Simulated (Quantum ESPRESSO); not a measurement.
# Ta (Im-3m): coupling and resistivity with EPW, part 3 of 5

How strongly do phonons scatter the electrons of Ta (Im-3m), and how dense must the meshes be?

Quantum ESPRESSO 7.5; DFT PBE, scalar-relativistic, plane waves, PseudoDojo 0.4.1 norm-conserving pseudopotentials.

So far. Step 3 (Ground state): The Fermi level lies at 18.19 eV and the pressure is 0.0060 GPa. Step 4 (Phonons on the coarse mesh): The lowest mode off the zone centre lies at 56.2 cm⁻¹ and the highest of all solved modes at 160 cm⁻¹, so the solved wavevectors are stable. The acoustic modes at the centre lie within 3.3 cm⁻¹ of zero before the sum rule is imposed.

## Step 7: Wannier functions and couplings

Projections Ta s, p, d start 9 Wannier functions; states up to 2.5 eV over the Fermi level are frozen, and the projected functions are kept without the localisation step. Hamiltonian, force constants and couplings go to real space.

The input, epw1.in:

```
--
 &inputepw
    prefix='x',
    outdir='./tmp',
    dvscf_dir='./save',
    elph=.true.,
    etf_mem=1,
    nbndsub=9,
    bands_skipped='exclude_bands = 1-4',
    use_ws=.true.,
    vme='wannier',
    asr_typ='crystal',
    nk1=8,
    nk2=8,
    nk3=8,
    nq1=4,
    nq2=4,
    nq3=4,
    amass(1)=180.9479,
    epwwrite=.true.,
    epwread=.false.,
    wannierize=.true.,
    num_iter=0,
    dis_win_max=58.19,
    dis_froz_max=20.686,
    proj(1)='Ta:s;p;d',
    wdata(1)='dis_num_iter = 600',
    wdata(2)='guiding_centres = .true.',
    wdata(3)='num_print_cycles = 50',
    wdata(4)='dis_mix_ratio = 0.7',
    band_plot=.true.,
    filkf='path.dat',
    filqf='path.dat',
    fsthick=100.0,
    efermi_read=.true.,
    fermi_energy=18.1863,
 /
```

On the command line:

```console
OMP_NUM_THREADS=1 mpirun -n 8 epw.x -nk 8 -in epw1.in > epw1.out
```

Output:

```text
[the first part of the log is left out]
     Number of WS vectors for phonons       89
     Number of WS vectors for electron-phonon       89
     Maximum number of cores for efficient parallelization       89
     Inside velocity step 1
     Velocity matrix elements calculated
     Writing Hamiltonian, Dynamical matrix and EP vertex in Wann rep to file
     ===================================================================
     Memory usage:  VmHWM =       256Mb
                   VmPeak =       727Mb
     ===================================================================
     Using q-mesh file: path.dat
     WARNING: q-point weigths do not add up to 1 [loadqmesh_serial]
     Size of q point mesh for interpolation:         70
     Using k-mesh file: path.dat
     WARNING: k-point weigths do not add up to 1 [loadkmesh_para]
     Size of k point mesh for interpolation:         70
     Fermi energy coarse grid =  18.196577 eV
     ===================================================================
     Fermi energy is read from the input file: Ef =  18.186300 eV
     ===================================================================
     Skipping    4 occupied bands:
     The Fermi level will be determined with   5.00000 electrons
              ibndmin =     1  ebndmin =    10.321 eV
              ibndmax =     9  ebndmax =    46.031 eV
     Number of ep-matrix elements per pool :         2187 ~=   17.09 Kb (@ 8 bytes/ DP)
     We only need to compute       70 q-points
     ===================================================================
     Memory usage:  VmHWM =       256Mb
                   VmPeak =       727Mb
     ===================================================================
```

Run time: 11 min. Hardware: 8 MPI ranks of Arm Neoverse N1, shared host; 85 min of CPU time.

This step gave:

* r.m.s. error of the interpolated bands from 2 eV under to 1 eV over the Fermi level: 9.7 meV
* largest error in that range: 50.4 meV
* lowest interpolated frequency on the path: 0 cm⁻¹

Electronic bands along the path, in eV, zero at the Fermi level; # counts the bands kept:

```tsv
point	#1	#2	#3	#4	#5	#6
Γ	-7.87	0.74	0.74	0.74	3.97	3.97
0.53 of the way	-3.42	-1.21	1.41	1.41	3.42	4.86
H	-3.72	-3.72	6.74	6.74	6.74	8.47
halfway	-2.89	-1.87	1.11	1.70	7.19	7.81
N	-4.32	-1.50	1.52	3.84	4.86	7.68
halfway	-5.60	-0.53	-0.08	3.29	3.38	4.15
Γ	-7.87	0.74	0.74	0.74	3.97	3.97
halfway	-4.54	-0.98	-0.98	4.05	4.05	5.29
P	-1.22	-1.22	-1.22	5.03	5.03	6.92
halfway	-1.67	-1.67	-1.48	4.40	4.40	9.27
H	-3.72	-3.72	6.74	6.74	6.74	8.47
```

The same for Wannier interpolation:

```tsv
point	#1	#2	#3	#4	#5	#6
Γ	-7.87	0.74	0.74	0.74	4.33	4.33
H	-3.72	-3.72	6.78	6.78	6.78	10.18
N	-4.32	-1.50	1.52	3.95	5.01	7.68
Γ	-7.87	0.74	0.74	0.74	4.33	4.33
P	-1.22	-1.22	-1.22	5.03	5.03	6.93
H	-3.72	-3.72	6.78	6.78	6.78	10.18
```

The first set of electronic bands as a text plot (rows in eV, shown from -7.9 to 8.0 only):

```
    7.7 |                  ******                * *   *
    7.0 |           * *******    *                  ***
    6.3 |           ** *     *                  *              **
    5.7 |          *          *   *                           * *
    5.0 |    ******            *** *           *  ******    **
    4.4 | ***    *  *             ****        ****      ****   *
    3.7 |**     *  *    *      ****** *********
    3.0 |  *   *  *      *    *     ***      *                *
    2.4 |   * *  *        *  *       *
    1.7 |    *  *         ***         **    *                *
    1.1 |*******           *  ****      ****
    0.4 |******              *    *  **** ***               *
   -0.3 |      *            *      ****      *
   -0.9 |       *            **   **          ***  *******
   -1.6 |                  *   ***               **** *   **
   -2.2 |        *        *                            **** *
   -2.9 |        ***    ****                     *           *
   -3.6 |       *   *****   **                  *             ***
   -4.2 |      *              *****            *
   -4.9 |     *                    *
   -5.6 |    *                      *         *
   -6.2 |                            *       *
   -6.9 |  **                         **    *
   -7.5 |**                             ****
         Γ            H         N        Γ           P          H
```

Phonon branches along the path, in cm⁻¹:

```tsv
point	branch 1	branch 2	branch 3
Γ	0	0	0
0.53 of the way	107	107	134
H	160	160	160
halfway	105	129	151
N	85	129	140
halfway	56	73	108
Γ	0	0	0
halfway	56	56	131
P	115	115	115
halfway	100	127	127
H	160	160	160
```

The phonon branches as a text plot (rows in cm⁻¹):

```
    157 |           *******                                    **
    150 |          *    *  *                                  **
    143 |         *     **  ****                 *           **
    137 |     ****  *     *     *               * *         **
    130 |          *     * *  ****             *   *       *
    123 |    *   **         **    **          *     *  **** *
    117 |                 *                          **
    110 |       *                   *               *
    103 |                  *       *         *     *  *    *
     97 |   *                        *
     90 |      *            *                     *    ****
     83 |                    *****    *
     77 |     *                   *
     70 |  *                       **       *    *
     63 |                              *        *
     57 |    *                      **         *
     50 | *                          *        *
     43 |                             *    * *
     37 |                             *
     30 |   *                          *    *
     23 |* *                           ** *
     17 |                                  *
     10 | *                             * *
      3 |*                              **
         Γ            H         N        Γ           P          H
```

Near the Fermi level the interpolated bands miss those of pw.x by 10 meV r.m.s. and 50 meV at most, each level matched to the nearest interpolated one; the r.m.s. value is under the 60 meV set for going on.

## Step 8: Coupling and Tc: fine k 20×20×20, q 10×10×10, width 0.15 eV, window 0.61 eV

The couplings are interpolated to a fine mesh near the Fermi level; their sum gives α²F and λ, and the linearised gap equation gives Tc.

The input, a2f-1.in:

```
--
 &inputepw
    prefix='x',
    outdir='./tmp',
    dvscf_dir='./save',
    elph=.true.,
    etf_mem=1,
    nbndsub=9,
    bands_skipped='exclude_bands = 1-4',
    use_ws=.true.,
    vme='wannier',
    asr_typ='crystal',
    nk1=8,
    nk2=8,
    nk3=8,
    nq1=4,
    nq2=4,
    nq3=4,
    amass(1)=180.9479,
    epwwrite=.false.,
    epwread=.true.,
    wannierize=.false.,
    nkf1=20,
    nkf2=20,
    nkf3=20,
    nqf1=10,
    nqf2=10,
    nqf3=10,
    mp_mesh_k=.true.,
    ephwrite=.true.,
    eliashberg=.true.,
    liso=.true.,
    limag=.true.,
    tc_linear=.true.,
    tc_linear_solver='lapack',
    fsthick=0.61,
    degaussw=0.15,
    degaussq=0.5,
    nqstep=500,
    muc=0.13,
    wscut=0.3,
    nsiter=500,
    nstemp=7,
    temps=0.5 1.0 2.0 4.0 8.0 16.0 32.0,
 /
```

On the command line:

```console
OMP_NUM_THREADS=1 mpirun -n 8 epw.x -nk 8 -in a2f-1.in > a2f-1.out
```

Output:

```text
[the first part of the log is left out]
            Electron smearing (eV) =    0.150000000000000D+00
                 Fermi window (eV) =    0.610000000000000D+00
     Finish writing .ephmat files
     ===================================================================
     Memory usage:  VmHWM =        46Mb
                   VmPeak =       523Mb
     ===================================================================
     Finish writing dos file x.dos
     Finish writing phdos files x.phdos and x.phdos_proj
     ===================================================================
     Solve isotropic Eliashberg equations
     ===================================================================
     Finish reading freq file
                  Fermi level (eV) =     1.8165407315E+01
     DOS(states/spin/eV/Unit Cell) =     6.4985411027E-01
            Electron smearing (eV) =     1.5000000000E-01
                 Fermi window (eV) =     6.1000000000E-01
     Nr irreducible k-points within the Fermi shell =       153 out of       256
           2 bands within the Fermi window
     Finish reading egnv file
     Max nr of q-points =       688
     Finish reading ikmap files
     Start reading .ephmat files
     Finish reading .ephmat files
     a2f file is not found to estimate initial gap: calculating a2f files
     Finish reading a2f file
     Electron-phonon coupling strength =    1.1578949
     Estimated Tc using McMillan expression =   9.7871 K for muc =   0.1300
     Estimated Tc using Allen-Dynes modified McMillan expression =  10.4537 K
     Estimated Tc using SISSO machine learning model =  10.2389 K
     Estimated w_log =  11.1710 meV
     Estimated BCS superconducting gap using McMillan Tc =   1.4844 meV
     WARNING WARNING WARNING
     The code may crash since tempsmax =   32.000 K is larger than McMillan Tc =     9.787 K
     Start: Solving (isotropic) linearized Eliashberg equation with solver = lapack
     For the first Temp.    0.50  K
       Total number of frequency points nsiw(     1) =   1108
       Cutoff frequency wscut =     0.3001
     Superconducting transition temp. Tc is the one which has Max. eigenvalue close to 1
      -----------------------------------------------------------------
             Temp.       Max.         nsiw     wscut    Nr. of iters
             (K)       eigenvalue    (itemp)   (eV)      to Converge
      -----------------------------------------------------------------
             0.50      4.1166373     1108      0.3001        1
             1.00      3.4210805      554      0.3002        1
             2.00      2.7316383      277      0.3005        1
             4.00      2.0513230      139      0.3021        1
             8.00      1.3859373       69      0.3010        1
            16.00      0.7600783       35      0.3075        1
            32.00      0.2694574       17      0.3032        1
      -----------------------------------------------------------------
     Finish: Solving (isotropic) linearized Eliashberg equation
```

Run time: 5.5 min. Hardware: 8 MPI ranks; 44 min of CPU time.

This step gave:

| Item | Value |
| --- | --- |
| coupling constant λ | 1.158 |
| log mean phonon energy ħω_log | 11.17 meV |
| density of states at the Fermi level | 0.6499 states/eV a spin and cell |
| Fermi level on the fine mesh | 18.17 eV |

The a2F has structure finer than the step of the table below, so its rows give means over 1 meV, whole bins alone (the curve runs from 0.044 to 21.7 meV). Peaks (meV: height): 10.4: 0.757, 15.8: 1.40.

Table of a2F by phonon energy; means over each step:

phonon energy (meV), a2F and a bar:
```
        1       0.00 
        2       0.01 
        3       0.03 #
        4       0.05 #
        5       0.06 #
        6       0.15 ###
        7       0.14 ###
        8       0.28 ######
        9       0.41 #########
       10       0.67 ###############
       11       0.49 ###########
       12       0.39 #########
       13       0.48 ###########
       14       0.40 #########
       15       0.73 ################
       16       1.36 ##############################
       17       0.97 #####################
       18       0.23 #####
       19       0.09 ##
       20       0.02 
       21       0.00
```

λ = 1.16 and ħω_log = 11.2 meV. The eigenvalue passes 1 near 12 K.

## Step 9: Resistivity: fine k 24×24×24, q 12×12×12, adaptive width, window 0.32 eV

The Boltzmann equation is solved by iteration on a fine mesh; only states within the window around the Fermi level enter.

The input, bte-1.in:

```
--
 &inputepw
    prefix='x',
    outdir='./tmp',
    dvscf_dir='./save',
    elph=.true.,
    etf_mem=1,
    nbndsub=9,
    bands_skipped='exclude_bands = 1-4',
    use_ws=.true.,
    vme='wannier',
    asr_typ='crystal',
    nk1=8,
    nk2=8,
    nk3=8,
    nq1=4,
    nq2=4,
    nq3=4,
    amass(1)=180.9479,
    epwwrite=.false.,
    epwread=.true.,
    wannierize=.false.,
    nkf1=24,
    nkf2=24,
    nkf3=24,
    nqf1=12,
    nqf2=12,
    nqf3=12,
    mp_mesh_k=.true.,
    scattering=.true.,
    iterative_bte=.true.,
    epmatkqread=.false.,
    assume_metal=.true.,
    int_mob=.false.,
    carrier=.false.,
    ngaussw=-99,
    mob_maxiter=200,
    broyden_beta=0.7,
    fsthick=0.32,
    degaussw=0.0,
    nstemp=6,
    temps=150 200 273 300 400 500,
    restart=.false.,
    selecqread=.false.,
 /
```

On the command line:

```console
OMP_NUM_THREADS=1 mpirun -n 8 epw.x -nk 8 -in bte-1.in > bte-1.out
```

Output:

```text
[the first part of the log is left out]
     =============================================================================================
     Start solving iterative Boltzmann Transport Equation
     =============================================================================================
     Iteration number:         1
     =============================================================================================
       Temp     Fermi        DOS        Population SR                 Conductivity
        [K]      [eV]    [states/Ry] [carriers per cell]               [Ohm.cm]^-1
     =============================================================================================
      150.000  18.1693   0.73167E+01   0.49723E-14    0.126737E+06   -0.609105E-13    0.760909E-12
                                      -0.93182E-15    0.440629E-12    0.126737E+06   -0.349176E-12
                                      -0.35527E-14    0.386212E-12   -0.409277E-12    0.126737E+06
      200.000  18.1706   0.79628E+01  -0.23478E-14    0.984396E+05    0.154544E-12   -0.179236E-12
                                      -0.71528E-14    0.363519E-12    0.984396E+05    0.763467E-13
                                       0.15543E-14    0.554768E-12    0.358706E-12    0.984396E+05
      273.000  18.1727   0.68691E+01  -0.14308E-15    0.736641E+05    0.336304E-12   -0.163455E-12
                                       0.12928E-14    0.438685E-12    0.736641E+05    0.257006E-12
                                       0.44409E-15   -0.140776E-12   -0.202091E-12    0.736641E+05
      300.000  18.1734   0.95276E+01  -0.15070E-15    0.673504E+05    0.493116E-12    0.122781E-12
                                       0.18659E-15    0.127005E-12    0.673504E+05    0.169228E-13
                                       0.77716E-15    0.418748E-12   -0.125310E-12    0.673504E+05
      400.000  18.1760   0.15334E+02   0.71478E-15    0.510259E+05   -0.401750E-13   -0.886559E-13
                                       0.41987E-15   -0.907178E-14    0.510259E+05   -0.683034E-13
                                       0.44409E-15    0.304347E-12    0.166915E-12    0.510259E+05
      500.000  18.1785   0.25829E+01   0.58906E-15    0.409291E+05    0.304553E-12   -0.515901E-13
                                       0.98234E-15    0.106269E-12    0.409291E+05    0.341435E-13
                                      -0.66613E-15    0.436636E-13    0.142357E-12    0.409291E+05
                                                      0.126737E+06    Max error
     [...]
     Iteration number:        23
     =============================================================================================
       Temp     Fermi        DOS        Population SR                 Conductivity
        [K]      [eV]    [states/Ry] [carriers per cell]               [Ohm.cm]^-1
     =============================================================================================
      150.000  18.1693   0.73167E+01  -0.10203E-14    0.127745E+06   -0.885147E-12    0.110432E-11
                                       0.43959E-14    0.320104E-12    0.127745E+06   -0.232548E-12
                                      -0.22204E-15    0.698198E-12   -0.681217E-13    0.127745E+06
      200.000  18.1706   0.79628E+01  -0.57003E-15    0.992709E+05    0.511908E-13    0.439533E-12
                                       0.84013E-15    0.263082E-12    0.992709E+05   -0.332154E-12
                                       0.35527E-14   -0.279567E-12   -0.174532E-12    0.992709E+05
      273.000  18.1727   0.68691E+01  -0.16967E-14    0.743182E+05    0.401102E-12    0.114112E-12
                                       0.12924E-14   -0.301961E-12    0.743182E+05    0.365010E-12
                                       0.88818E-15    0.273840E-12    0.162515E-12    0.743182E+05
      300.000  18.1734   0.95276E+01  -0.15028E-15    0.679560E+05    0.537179E-12   -0.116981E-12
                                      -0.21453E-14    0.596146E-12    0.679560E+05    0.300574E-12
                                       0.77716E-15    0.361069E-12    0.175513E-12    0.679560E+05
      400.000  18.1760   0.15334E+02   0.48861E-16    0.514991E+05    0.292889E-12    0.111421E-12
                                       0.30864E-15    0.134781E-12    0.514991E+05    0.162952E-12
                                      -0.88818E-15    0.382602E-12   -0.115034E-12    0.514991E+05
      500.000  18.1785   0.25829E+01   0.20048E-15    0.413137E+05    0.173660E-12    0.124838E-13
                                      -0.23891E-15    0.168476E-12    0.413137E+05   -0.468928E-13
                                       0.55511E-16    0.199103E-12   -0.801377E-14    0.413137E+05
                                                      0.378102E-06    Max error
```

The job ended after 7 min (8 MPI ranks).

This step gave:

| Item | Value |
| --- | --- |
| iterations | 23 |
| resistivity at 300 K | 14.72 μΩ cm |

Resistivity, by row:

```tsv
T (K)	rho_xx (μΩ cm)	rho_yy	rho_zz	relaxation-time approximation, mean of the axes (μΩ cm)
150	7.828	7.828	7.828	8.369
200	10.07	10.07	10.07	10.76
273	13.46	13.46	13.46	14.33
300	14.72	14.72	14.72	15.65
400	19.42	19.42	19.42	20.57
500	24.2	24.2	24.2	25.56
```

ρ(300 K) = 14.7 μΩ cm; the relaxation-time start gave 15.7. One mesh does not show convergence. The largest adaptive width printed is 0.56 eV, against a window of 0.32 eV outside which no state is counted.

[end of part 3 of 5]

[The logs of pw.x and epw.x are selected lines.]

[Logs are printed without paths, hosts, clocks, repeated set-up lines and the standing remarks that a program may print on its own settings, such as how far it seeks lower states.]

[Hosts, paths, dates, database ids (printed as entryN), source tags and the programs' standing remarks are cut or masked in the printed files.]
